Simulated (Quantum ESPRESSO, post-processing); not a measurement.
# MoGe2N4, 1 layer, stepped through biaxial strain, part 7 of 7

What law, if any, do the results for MoGe2N4, 1 layer follow against biaxial strain?

Quantum ESPRESSO 7.5; plane-wave DFT, PBE, GBRV ultrasoft pseudopotentials.

So far. Step 9 (Relaxation with pw.x, 3 %): The relaxation lowers the energy by 4 meV an atom.

## Step 11: Relaxation with pw.x, 4 %

Contents of m8.relax.in:

```
&control
  prefix = 'm8.relax'
  outdir = './out'
  pseudo_dir = './pseudo'
  nstep = 40
  forc_conv_thr = 0.0003
  calculation = 'relax'
  tstress = .true.
/
&system
  ibrav = 0
  nat = 7
  ntyp = 3
  ecutwfc = 50
  ecutrho = 250
  occupations = 'smearing'
  smearing = 'fd'
  degauss = 0.002
/
&electrons
  conv_thr = 1e-09
  mixing_beta = 0.4
  electron_maxstep = 120
  mixing_mode = 'plain'
/
&ions
/
ATOMIC_SPECIES
  N   14.0070  n_pbe_v1.2.uspp.F.UPF
  Ge  72.6300  ge_pbe_v1.4.uspp.F.UPF
  Mo  95.9500  mo_pbe_v1.uspp.F.UPF
CELL_PARAMETERS angstrom
  3.13287208416000 0.00000000000000 0.00000000000000
  -1.56643604208000 2.71314681248000 0.00000000000000
  0.00000000000000 0.00000000000000 22.10909668000000
ATOMIC_POSITIONS crystal
  N   0.000000000000 0.000000000000 0.331145921500
  Ge  0.333333333300 0.666666666700 0.359721922700
  N   0.333333333300 0.666666666700 0.444981946200
  Mo  0.000000000000 0.000000000000 0.500000000000
  N   0.333333333300 0.666666666700 0.555018053800
  Ge  0.333333333300 0.666666666700 0.640278077300
  N   0.000000000000 0.000000000000 0.668854078500
K_POINTS automatic
  12 12 1 0 0 0
```

Launch:

```sh
$ OMP_NUM_THREADS=1 mpirun -n 4 pw.x -nk 4 -in m8.relax.in > m8.relax.out
```

What it wrote:

```text
[banner, memory and clock lines left out]
Program PWSCF v.7.5 starts
[...]
Message from routine setup:
[...]
number of electrons       =        62.00
     number of Kohn-Sham states=           37
     kinetic-energy cutoff     =      50.0000  Ry
     charge density cutoff     =     250.0000  Ry
[...]
number of k points=    19  Fermi-Dirac smearing, width (Ry)=  0.0020
[...]
Dense  grid:    84529 G-vectors     FFT dimensions: (  30,  30, 216)
[...]
negative rho (up, down):  1.565E-03 0.000E+00
     Starting wfcs are   47 randomized atomic wfcs
[...]
negative rho (up, down):  1.558E-03 0.000E+00
[...]
estimated scf accuracy    <       2.01480439 Ry
[...]
negative rho (up, down):  1.714E-03 0.000E+00
[...]
estimated scf accuracy    <       1.85781768 Ry
[...]
negative rho (up, down):  1.721E-03 0.000E+00
[...]
estimated scf accuracy    <       0.97553532 Ry
[...]
negative rho (up, down):  1.782E-03 0.000E+00
[...]
estimated scf accuracy    <       0.03439564 Ry
[...]
negative rho (up, down):  1.934E-03 0.000E+00
[...]
estimated scf accuracy    <       0.00788441 Ry
[...]
negative rho (up, down):  1.952E-03 0.000E+00
[...]
estimated scf accuracy    <       0.00232400 Ry
[...]
negative rho (up, down):  1.963E-03 0.000E+00
[...]
estimated scf accuracy    <       0.00028271 Ry
[...]
negative rho (up, down):  1.968E-03 0.000E+00
[...]
estimated scf accuracy    <       0.00001584 Ry
[...]
negative rho (up, down):  1.971E-03 0.000E+00
[...]
estimated scf accuracy    <       0.00000255 Ry
[...]
negative rho (up, down):  1.973E-03 0.000E+00
[...]
estimated scf accuracy    <       0.00000010 Ry
[...]
negative rho (up, down):  1.973E-03 0.000E+00
[...]
estimated scf accuracy    <       0.00000003 Ry
[...]
negative rho (up, down):  1.974E-03 0.000E+00
[...]
estimated scf accuracy    <          3.0E-09 Ry
[...]
negative rho (up, down):  1.975E-03 0.000E+00
[...]
the Fermi energy is     2.3209 ev
!    total energy              =    -647.27984571 Ry
     estimated scf accuracy    <          1.2E-10 Ry
     smearing contrib. (-TS)   =      -0.00000000 Ry
     internal energy E=F+TS    =    -647.27984571 Ry
[...]
one-electron contribution =   -4080.22809480 Ry
     hartree contribution      =    2065.99985860 Ry
     xc contribution           =    -157.32073836 Ry
     ewald contribution        =    1524.26912886 Ry
     convergence has been achieved in  13 iterations
     negative rho (up, down):  1.975E-03 0.000E+00
[...]
Total force =     0.057546     Total SCF correction =     0.000030
[...]
negative rho (up, down):  1.975E-03 0.000E+00
[...]
negative rho (up, down):  1.965E-03 0.000E+00
[...]
negative rho (up, down):  1.967E-03 0.000E+00
[...]
estimated scf accuracy    <       0.00161989 Ry
[...]
negative rho (up, down):  1.962E-03 0.000E+00
[...]
estimated scf accuracy    <       0.00292191 Ry
[...]
negative rho (up, down):  1.962E-03 0.000E+00
[...]
estimated scf accuracy    <       0.00004378 Ry
[...]
negative rho (up, down):  1.963E-03 0.000E+00
[...]
estimated scf accuracy    <       0.00000623 Ry
[...]
negative rho (up, down):  1.963E-03 0.000E+00
[...]
estimated scf accuracy    <       0.00000136 Ry
[...]
negative rho (up, down):  1.964E-03 0.000E+00
[...]
estimated scf accuracy    <       0.00000032 Ry
[...]
negative rho (up, down):  1.964E-03 0.000E+00
[...]
estimated scf accuracy    <       0.00000002 Ry
[...]
negative rho (up, down):  1.964E-03 0.000E+00
[...]
estimated scf accuracy    <          4.8E-09 Ry
[...]
negative rho (up, down):  1.964E-03 0.000E+00
[...]
the Fermi energy is     2.4787 ev
!    total energy              =    -647.28179596 Ry
     estimated scf accuracy    <          8.5E-10 Ry
     smearing contrib. (-TS)   =      -0.00000000 Ry
     internal energy E=F+TS    =    -647.28179595 Ry
[...]
one-electron contribution =   -4075.07156603 Ry
     hartree contribution      =    2063.61182378 Ry
     xc contribution           =    -157.33334051 Ry
     ewald contribution        =    1521.51128681 Ry
     convergence has been achieved in   9 iterations
     negative rho (up, down):  1.964E-03 0.000E+00
[...]
Total force =     0.017816     Total SCF correction =     0.000080
[...]
negative rho (up, down):  1.964E-03 0.000E+00
[...]
negative rho (up, down):  1.971E-03 0.000E+00
[...]
negative rho (up, down):  1.967E-03 0.000E+00
[...]
estimated scf accuracy    <       0.00016454 Ry
[...]
negative rho (up, down):  1.963E-03 0.000E+00
[...]
estimated scf accuracy    <       0.00007371 Ry
[...]
negative rho (up, down):  1.961E-03 0.000E+00
[...]
estimated scf accuracy    <       0.00003300 Ry
[...]
negative rho (up, down):  1.959E-03 0.000E+00
[...]
estimated scf accuracy    <       0.00000090 Ry
[...]
negative rho (up, down):  1.958E-03 0.000E+00
[...]
estimated scf accuracy    <       0.00000035 Ry
[...]
negative rho (up, down):  1.958E-03 0.000E+00
[...]
estimated scf accuracy    <       0.00000006 Ry
[...]
negative rho (up, down):  1.958E-03 0.000E+00
[...]
estimated scf accuracy    <       0.00000002 Ry
[...]
negative rho (up, down):  1.958E-03 0.000E+00
[...]
estimated scf accuracy    <          3.4E-09 Ry
[...]
negative rho (up, down):  1.957E-03 0.000E+00
[...]
the Fermi energy is     2.5260 ev
!    total energy              =    -647.28214687 Ry
     estimated scf accuracy    <          1.2E-10 Ry
     smearing contrib. (-TS)   =      -0.00000000 Ry
     internal energy E=F+TS    =    -647.28214687 Ry
[...]
one-electron contribution =   -4078.39749264 Ry
     hartree contribution      =    2065.34108737 Ry
     xc contribution           =    -157.34386373 Ry
     ewald contribution        =    1523.11812213 Ry
     convergence has been achieved in   9 iterations
     negative rho (up, down):  1.957E-03 0.000E+00
[...]
Total force =     0.014425     Total SCF correction =     0.000049
[...]
negative rho (up, down):  1.957E-03 0.000E+00
[...]
negative rho (up, down):  1.973E-03 0.000E+00
[...]
negative rho (up, down):  1.965E-03 0.000E+00
[...]
estimated scf accuracy    <       0.00011799 Ry
[...]
negative rho (up, down):  1.959E-03 0.000E+00
[...]
estimated scf accuracy    <       0.00000721 Ry
[...]
negative rho (up, down):  1.956E-03 0.000E+00
[...]
estimated scf accuracy    <       0.00000002 Ry
[...]
negative rho (up, down):  1.952E-03 0.000E+00
[...]
estimated scf accuracy    <          3.8E-09 Ry
[...]
negative rho (up, down):  1.952E-03 0.000E+00
[...]
estimated scf accuracy    <          8.8E-10 Ry
[...]
negative rho (up, down):  1.952E-03 0.000E+00
[...]
the Fermi energy is     2.5546 ev
!    total energy              =    -647.28244338 Ry
     estimated scf accuracy    <          2.7E-11 Ry
     smearing contrib. (-TS)   =      -0.00000000 Ry
     internal energy E=F+TS    =    -647.28244337 Ry
[...]
one-electron contribution =   -4084.91841123 Ry
     hartree contribution      =    2068.64641404 Ry
     xc contribution           =    -157.35561099 Ry
     ewald contribution        =    1526.34516481 Ry
     convergence has been achieved in   9 iterations
     negative rho (up, down):  1.952E-03 0.000E+00
[...]
Total force =     0.013777     Total SCF correction =     0.000016
[...]
negative rho (up, down):  1.952E-03 0.000E+00
[...]
negative rho (up, down):  1.984E-03 0.000E+00
[...]
negative rho (up, down):  1.967E-03 0.000E+00
[...]
estimated scf accuracy    <       0.00022471 Ry
[...]
negative rho (up, down):  1.957E-03 0.000E+00
[...]
estimated scf accuracy    <       0.00003318 Ry
[...]
negative rho (up, down):  1.952E-03 0.000E+00
[...]
estimated scf accuracy    <       0.00003273 Ry
[...]
negative rho (up, down):  1.947E-03 0.000E+00
[...]
estimated scf accuracy    <       0.00000364 Ry
[...]
negative rho (up, down):  1.946E-03 0.000E+00
[...]
estimated scf accuracy    <       0.00000019 Ry
[...]
negative rho (up, down):  1.945E-03 0.000E+00
[...]
estimated scf accuracy    <       0.00000003 Ry
[...]
negative rho (up, down):  1.945E-03 0.000E+00
[...]
estimated scf accuracy    <          6.4E-09 Ry
[...]
negative rho (up, down):  1.945E-03 0.000E+00
[...]
estimated scf accuracy    <          1.9E-09 Ry
[...]
negative rho (up, down):  1.945E-03 0.000E+00
[...]
estimated scf accuracy    <          1.4E-10 Ry
[...]
negative rho (up, down):  1.944E-03 0.000E+00
[...]
the Fermi energy is     2.5775 ev
!    total energy              =    -647.28280220 Ry
     estimated scf accuracy    <          7.2E-12 Ry
     smearing contrib. (-TS)   =      -0.00000000 Ry
     internal energy E=F+TS    =    -647.28280219 Ry
[...]
one-electron contribution =   -4097.69041138 Ry
     hartree contribution      =    2075.07567884 Ry
     xc contribution           =    -157.37370528 Ry
     ewald contribution        =    1532.70563563 Ry
     convergence has been achieved in  10 iterations
     negative rho (up, down):  1.944E-03 0.000E+00
[...]
Total force =     0.012728     Total SCF correction =     0.000020
[...]
negative rho (up, down):  1.944E-03 0.000E+00
[...]
negative rho (up, down):  2.003E-03 0.000E+00
[...]
negative rho (up, down):  1.971E-03 0.000E+00
[...]
estimated scf accuracy    <       0.00044989 Ry
[...]
negative rho (up, down):  1.957E-03 0.000E+00
[...]
estimated scf accuracy    <       0.00019747 Ry
[...]
negative rho (up, down):  1.947E-03 0.000E+00
[...]
estimated scf accuracy    <       0.00009114 Ry
[...]
negative rho (up, down):  1.940E-03 0.000E+00
[...]
estimated scf accuracy    <       0.00000757 Ry
[...]
negative rho (up, down):  1.938E-03 0.000E+00
[...]
estimated scf accuracy    <       0.00000177 Ry
[...]
negative rho (up, down):  1.937E-03 0.000E+00
[...]
estimated scf accuracy    <       0.00000018 Ry
[...]
negative rho (up, down):  1.937E-03 0.000E+00
[...]
estimated scf accuracy    <       0.00000005 Ry
[...]
negative rho (up, down):  1.936E-03 0.000E+00
[...]
estimated scf accuracy    <       0.00000001 Ry
[...]
negative rho (up, down):  1.936E-03 0.000E+00
[...]
estimated scf accuracy    <          3.7E-09 Ry
[...]
negative rho (up, down):  1.936E-03 0.000E+00
[...]
estimated scf accuracy    <          6.2E-11 Ry
[...]
negative rho (up, down):  1.936E-03 0.000E+00
[...]
the Fermi energy is     2.5851 ev
!    total energy              =    -647.28312046 Ry
     estimated scf accuracy    <          3.5E-11 Ry
     smearing contrib. (-TS)   =      -0.00000000 Ry
     internal energy E=F+TS    =    -647.28312046 Ry
[...]
one-electron contribution =   -4121.07858634 Ry
     hartree contribution      =    2086.80068042 Ry
     xc contribution           =    -157.40164318 Ry
     ewald contribution        =    1544.39642864 Ry
     convergence has been achieved in  11 iterations
     negative rho (up, down):  1.936E-03 0.000E+00
[...]
Total force =     0.010028     Total SCF correction =     0.000025
[...]
negative rho (up, down):  1.936E-03 0.000E+00
[...]
negative rho (up, down):  1.951E-03 0.000E+00
[...]
negative rho (up, down):  1.944E-03 0.000E+00
[...]
estimated scf accuracy    <       0.00003592 Ry
[...]
negative rho (up, down):  1.942E-03 0.000E+00
[...]
estimated scf accuracy    <       0.00005714 Ry
[...]
negative rho (up, down):  1.938E-03 0.000E+00
[...]
estimated scf accuracy    <       0.00000383 Ry
[...]
negative rho (up, down):  1.937E-03 0.000E+00
[...]
estimated scf accuracy    <       0.00000174 Ry
[...]
negative rho (up, down):  1.936E-03 0.000E+00
[...]
estimated scf accuracy    <       0.00000032 Ry
[...]
negative rho (up, down):  1.936E-03 0.000E+00
[...]
estimated scf accuracy    <       0.00000003 Ry
[...]
negative rho (up, down):  1.936E-03 0.000E+00
[...]
estimated scf accuracy    <          5.5E-09 Ry
[...]
negative rho (up, down):  1.935E-03 0.000E+00
[...]
estimated scf accuracy    <          1.6E-09 Ry
[...]
negative rho (up, down):  1.935E-03 0.000E+00
[...]
estimated scf accuracy    <          4.0E-11 Ry
[...]
negative rho (up, down):  1.935E-03 0.000E+00
[...]
estimated scf accuracy    <          4.6E-11 Ry
[...]
negative rho (up, down):  1.935E-03 0.000E+00
[...]
the Fermi energy is     2.5672 ev
!    total energy              =    -647.28320289 Ry
     estimated scf accuracy    <          8.4E-13 Ry
     smearing contrib. (-TS)   =      -0.00000000 Ry
     internal energy E=F+TS    =    -647.28320289 Ry
[...]
one-electron contribution =   -4129.61101370 Ry
     hartree contribution      =    2091.04784278 Ry
     xc contribution           =    -157.40873212 Ry
     ewald contribution        =    1548.68870016 Ry
     convergence has been achieved in  11 iterations
     negative rho (up, down):  1.935E-03 0.000E+00
[...]
Total force =     0.006320     Total SCF correction =     0.000003
[...]
negative rho (up, down):  1.935E-03 0.000E+00
[...]
negative rho (up, down):  1.944E-03 0.000E+00
[...]
negative rho (up, down):  1.940E-03 0.000E+00
[...]
estimated scf accuracy    <       0.00003402 Ry
[...]
negative rho (up, down):  1.939E-03 0.000E+00
[...]
estimated scf accuracy    <       0.00004244 Ry
[...]
negative rho (up, down):  1.938E-03 0.000E+00
[...]
estimated scf accuracy    <       0.00000248 Ry
[...]
negative rho (up, down):  1.937E-03 0.000E+00
[...]
estimated scf accuracy    <       0.00000117 Ry
[...]
negative rho (up, down):  1.936E-03 0.000E+00
[...]
estimated scf accuracy    <       0.00000017 Ry
[...]
negative rho (up, down):  1.936E-03 0.000E+00
[...]
estimated scf accuracy    <       0.00000008 Ry
[...]
negative rho (up, down):  1.936E-03 0.000E+00
[...]
estimated scf accuracy    <       0.00000003 Ry
[...]
negative rho (up, down):  1.936E-03 0.000E+00
[...]
estimated scf accuracy    <          1.3E-10 Ry
[...]
negative rho (up, down):  1.936E-03 0.000E+00
[...]
estimated scf accuracy    <          4.9E-10 Ry
[...]
negative rho (up, down):  1.936E-03 0.000E+00
[...]
```

Run time: 4 min. Hardware: 4 MPI ranks of Arm Neoverse V2, shared host; peak memory 0.75 GiB; 16 min of CPU time.

Step by step:

| step | energy less that of the first step (eV) | largest force (eV/Å) |
| --- | --- | --- |
| 1 | 0.0000 | 0.6569 |
| 2 | -0.0265 | 0.3213 |
| 3 | -0.0313 | 0.2201 |
| 4 | -0.0353 | 0.2021 |
| 5 | -0.0402 | 0.2263 |
| 6 | -0.0446 | 0.1656 |
| 7 | -0.0457 | 0.0881 |
| 8 | -0.0463 | 0.0228 |
| 9 | -0.0463 | 0.0060 |

The atoms that moved most (Å):

| atom | dx | dy | dz | length |
| --- | --- | --- | --- | --- |
| N7 | 0.000 | 0.000 | -0.072 | 0.072 |
| N1 | 0.000 | 0.000 | 0.072 | 0.072 |
| N5 | 0.000 | 0.000 | -0.026 | 0.026 |
| N3 | 0.000 | 0.000 | 0.026 | 0.026 |
| Ge6 | 0.000 | 0.000 | -0.016 | 0.016 |
| Ge2 | 0.000 | 0.000 | 0.016 | 0.016 |

The relaxed structure:

```cif
data_structure
_symmetry_space_group_name_H-M 'P 1'
_symmetry_Int_Tables_number 1
_cell_length_a 3.1329
_cell_length_b 3.1329
_cell_length_c 22.1091
_cell_angle_alpha 90.000
_cell_angle_beta 90.000
_cell_angle_gamma 120.000
_cell_volume 187.93
loop_
_atom_site_label
_atom_site_type_symbol
_atom_site_fract_x
_atom_site_fract_y
_atom_site_fract_z
_atom_site_occupancy
N1 N 0.00000 0.00000 0.33439 1
Ge2 Ge 0.33333 0.66667 0.36046 1
N3 N 0.33333 0.66667 0.44616 1
Mo4 Mo 0.00000 0.00000 0.50000 1
N5 N 0.33333 0.66667 0.55384 1
Ge6 Ge 0.33333 0.66667 0.63954 1
N7 N 0.00000 0.00000 0.66561 1
```

The relaxation lowers the energy by 7 meV an atom.

This step gave:

| Property | Result |
| --- | --- |
| free energy | -8806.7373 eV |
| Fermi energy | 2.537 eV |

## Step 12: SCF with pw.x, 4 %

Contents of m8.scf.in:

```
&control
  prefix = 'm8.scf'
  outdir = './out'
  pseudo_dir = './pseudo'
  calculation = 'scf'
  tprnfor = .true.
/
&system
  ibrav = 0
  nat = 7
  ntyp = 3
  ecutwfc = 40
  ecutrho = 200
  occupations = 'smearing'
  smearing = 'fd'
  degauss = 0.002
  nbnd = 35
/
&electrons
  conv_thr = 1e-09
  mixing_beta = 0.4
  electron_maxstep = 120
  mixing_mode = 'plain'
/
ATOMIC_SPECIES
  N   14.0070  n_pbe_v1.2.uspp.F.UPF
  Ge  72.6300  ge_pbe_v1.4.uspp.F.UPF
  Mo  95.9500  mo_pbe_v1.uspp.F.UPF
CELL_PARAMETERS angstrom
  3.13287208416000 0.00000000000000 0.00000000000000
  -1.56643604208000 2.71314681248000 0.00000000000000
  0.00000000000000 0.00000000000000 22.10909668000000
ATOMIC_POSITIONS crystal
  N   0.000000000000 0.000000000000 0.334394370400
  Ge  0.333333333300 0.666666666700 0.360457041300
  N   0.333333333300 0.666666666700 0.446163843100
  Mo  0.000000000000 0.000000000000 0.500000000000
  N   0.333333333300 0.666666666700 0.553836156900
  Ge  0.333333333300 0.666666666700 0.639542958700
  N   0.000000000000 0.000000000000 0.665605629600
K_POINTS automatic
  12 12 1 0 0 0
```

Launch:

```sh
$ OMP_NUM_THREADS=1 mpirun -n 4 pw.x -nk 4 -in m8.scf.in > m8.scf.out
```

What it wrote:

```text
[banner, memory and clock lines left out]
Program PWSCF v.7.5 starts
[...]
Message from routine setup:
[...]
number of electrons       =        62.00
     number of Kohn-Sham states=           35
     kinetic-energy cutoff     =      40.0000  Ry
     charge density cutoff     =     200.0000  Ry
[...]
number of k points=    19  Fermi-Dirac smearing, width (Ry)=  0.0020
[...]
Dense  grid:    60579 G-vectors     FFT dimensions: (  27,  27, 192)
[...]
negative rho (up, down):  1.725E-03 0.000E+00
     Starting wfcs are   47 randomized atomic wfcs
[...]
negative rho (up, down):  1.825E-03 0.000E+00
[...]
estimated scf accuracy    <       2.02361780 Ry
[...]
negative rho (up, down):  1.844E-03 0.000E+00
[...]
estimated scf accuracy    <       1.00337992 Ry
[...]
negative rho (up, down):  1.863E-03 0.000E+00
[...]
estimated scf accuracy    <       0.41300229 Ry
[...]
negative rho (up, down):  1.960E-03 0.000E+00
[...]
estimated scf accuracy    <       0.02511485 Ry
[...]
negative rho (up, down):  2.139E-03 0.000E+00
[...]
estimated scf accuracy    <       0.00695163 Ry
[...]
negative rho (up, down):  2.147E-03 0.000E+00
[...]
estimated scf accuracy    <       0.00107363 Ry
[...]
negative rho (up, down):  2.155E-03 0.000E+00
[...]
estimated scf accuracy    <       0.00012238 Ry
[...]
negative rho (up, down):  2.158E-03 0.000E+00
[...]
estimated scf accuracy    <       0.00004426 Ry
[...]
negative rho (up, down):  2.160E-03 0.000E+00
[...]
estimated scf accuracy    <       0.00000291 Ry
[...]
negative rho (up, down):  2.161E-03 0.000E+00
[...]
estimated scf accuracy    <       0.00000031 Ry
[...]
negative rho (up, down):  2.161E-03 0.000E+00
[...]
estimated scf accuracy    <       0.00000012 Ry
[...]
negative rho (up, down):  2.162E-03 0.000E+00
[...]
estimated scf accuracy    <          5.5E-09 Ry
[...]
negative rho (up, down):  2.162E-03 0.000E+00
[...]
the Fermi energy is     2.5376 ev
!    total energy              =    -647.28081527 Ry
     estimated scf accuracy    <          7.1E-10 Ry
     smearing contrib. (-TS)   =      -0.00000000 Ry
     internal energy E=F+TS    =    -647.28081526 Ry
[...]
one-electron contribution =   -4134.66264313 Ry
     hartree contribution      =    2093.53616487 Ry
     xc contribution           =    -157.41078757 Ry
     ewald contribution        =    1551.25645056 Ry
     convergence has been achieved in  13 iterations
     negative rho (up, down):  2.162E-03 0.000E+00
[...]
Total force =     0.000430     Total SCF correction =     0.000054
[...]
```

It took 22 s on 4 MPI ranks; peak memory 0.49 GiB.

Read from the output:

* free energy: -8806.7041 eV
* Fermi energy: 2.538 eV
* valence top, on the run's zero: 2.138 eV
* conduction bottom, on the run's zero: 2.905 eV
* gap by band count: 0.7674 eV

## Step 13: The series side by side

The series in one table, energies over the lowest:

| biaxial strain | energy (eV) | gap along the path (eV) | upper vacuum level over the valence top of the mesh (eV) | lower vacuum level over that top (eV) |
| --- | --- | --- | --- | --- |
| -4 % | 0.5041 | 1.955 | 6.115 | 6.115 |
| -3 % | 0.2795 | 1.736 | 5.965 | 5.965 |
| -2 % | 0.1231 | 1.541 | 5.837 | 5.837 |
| -1 % | 0.0311 | 1.36 | 5.732 | 5.732 |
| 0 % | 0.0000 | 1.202 | 5.648 | 5.648 |
| 1 % | 0.0257 | 1.066 | 5.586 | 5.586 |
| 2 % | 0.1048 | 0.9448 | 5.549 | 5.549 |
| 3 % | 0.2337 | 0.8377 | 5.533 | 5.533 |
| 4 % | 0.4084 | 0.7476 | 5.537 | 5.537 |

## Step 14: A check by hand

A parabola through the energies within ±2 % has E = 284.98 eV × ε² -0.418 eV × ε; for the curvature, over A = 7.859 Å² this is 284.98 × 1/7.859 × 16.02 = 581 N/m.

## Step 15: What came out

| Item | Value |
| --- | --- |
| C11 + C12 | 581 N/m |
| gap along the path, at -4 % and at 4 % | 1.95, 0.75 eV |
| upper vacuum level over the valence top of the mesh, at -4 % and at 4 % | 6.11, 5.54 eV |
| lower vacuum level over that top, at -4 % and at 4 % | 6.11, 5.54 eV |

The series holds 9 members; C11 + C12: 581 N/m (PBE, GBRV ultrasoft). The energy is lowest near zero strain. From -4 % to 4 % the gap along the path falls from 1.95 to 0.75 eV. From -4 % to 4 % the upper vacuum level over the valence top of the mesh falls from 6.11 to 5.54 eV. From -4 % to 4 % the lower vacuum level over that top falls from 6.11 to 5.54 eV. Semilocal gaps are too small; the 1×1 cell can't ripple over many cells under compression as a free sheet would. No spin-orbit coupling.

[Logs are printed without paths, hosts, clocks, repeated set-up lines and the standing remarks that a program may print on its own settings, such as how far it seeks lower states.]

[Hosts, paths, dates, database ids (printed as entryN), source tags and the programs' standing remarks are cut or masked in the printed files.]

[Maps of the electrostatic potential energy from Ansatz leave out the sawtooth potential of an applied field or a dipole correction, so their vacuum need not be flat; planar profiles and work functions include it.]
